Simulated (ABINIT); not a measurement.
Records of electronic-structure calculations.

## Quasiparticle gap of CsPbBr3 (Pm-3m) in ABINIT

The structure is cubic, space group Pm-3m (No. 221). The conventional cell has a = 5.949 Å, b = 5.949 Å, c = 5.949 Å, α = 90.00°, β = 90.00°, γ = 90.00°. Nearest to Cs lie 12 Br at 4.21 Å. Nearest to Pb lie 6 Br at 2.97 Å. Nearest to Br lie 2 Pb at 2.97 Å and 4 Cs at 4.21 Å. Farther neighbours, and contacts between anions beyond the nearest, are not listed.

```
method               : RPA screening on PBE, plane waves, norm-conserving pseudopotentials (and 2 further levels or steps)
program              : ABINIT 10.8.3
settings             : cutoff 34 Ha, PseudoDojo scalar-relativistic 0.4 stringent, norm-conserving, potential set dojo-sr-pbe-0.4-stringent, ngkpt (2, 2, 2), nband 235, ecuteps 4.8 Ha, inclvkb 2, shiftk (0, 0, 0), symchi 1, awtr 1, frequency ppm, 2×2×2 k-mesh
cost                 : 5 runs, 13 min in all on 4 MPI ranks of Arm Neoverse V1, shared host
notes                : The cell and positions are those that the Materials Project relaxed with its own functionals (PBE, PBE+U or r2SCAN), kept fixed. Limits: no spin-orbit coupling. The calculation has static nuclei and no excitons; a measured gap holds zero-point and thermal motion, which in such lone-pair compounds can raise it as well as lower it. With atoms this heavy the missing spin-orbit coupling may be the largest error. The 2×2×2 mesh is coarse for this cell, which bears on the long-range parts of exchange and screening.
PBE gap              : 1.69 eV, direct
G0W0 gap on the mesh : 3.40 eV
GW settings          : 2×2×2 mesh, 235 bands, screening to 130.6 eV, Godby-Needs plasmon pole
known limits         : short of the basis limit; no spin-orbit coupling; coarse k mesh
```

G0W0 moves the gap on the mesh from 1.69 eV to 3.40 eV (+1.71 eV), with Z of 0.80 and 0.82 at the edges. Local fields lower the RPA ε∞ on this mesh from 10.30 to 9.08; a Γ-centred mesh this coarse tends to raise both, most where the direct gap is narrow, while a short band sum lowers them.

[Long decimals in the printed logs are rounded to 6 places.]

[Logs are printed without paths, hosts, clocks, repeated set-up lines and the standing remarks that a program may print on its own settings, such as how far it seeks lower states.]

[Paths, hosts, dates, memory and timing lines, banners, echoed tables and standing remarks are left out of the program output; an Ansatz launch command may be rebuilt from the run's recorded settings. Measured values are a selection of at most five: reports struck by readers or far from the other reports are left out. None is set beside runs whose start may be inverted or whose files or cutoffs have a known fault.]

[Runs of the session that timed out or met a known fault of the program may be left out.]

[Hosts, paths, dates, database ids (printed as entryN), source tags and the programs' standing remarks are cut or masked in the printed files.]

[G0W0 gaps are taken among the corrected bands and points alone; a level outside them can change the order at an edge.]

[Where Ansatz stands beside ABINIT at settings called matched, ABINIT's density can come from a denser mesh and the files from another edition; pairs whose starting gaps differed by over 0.03 eV were left out, so agreement reads better than it is.]
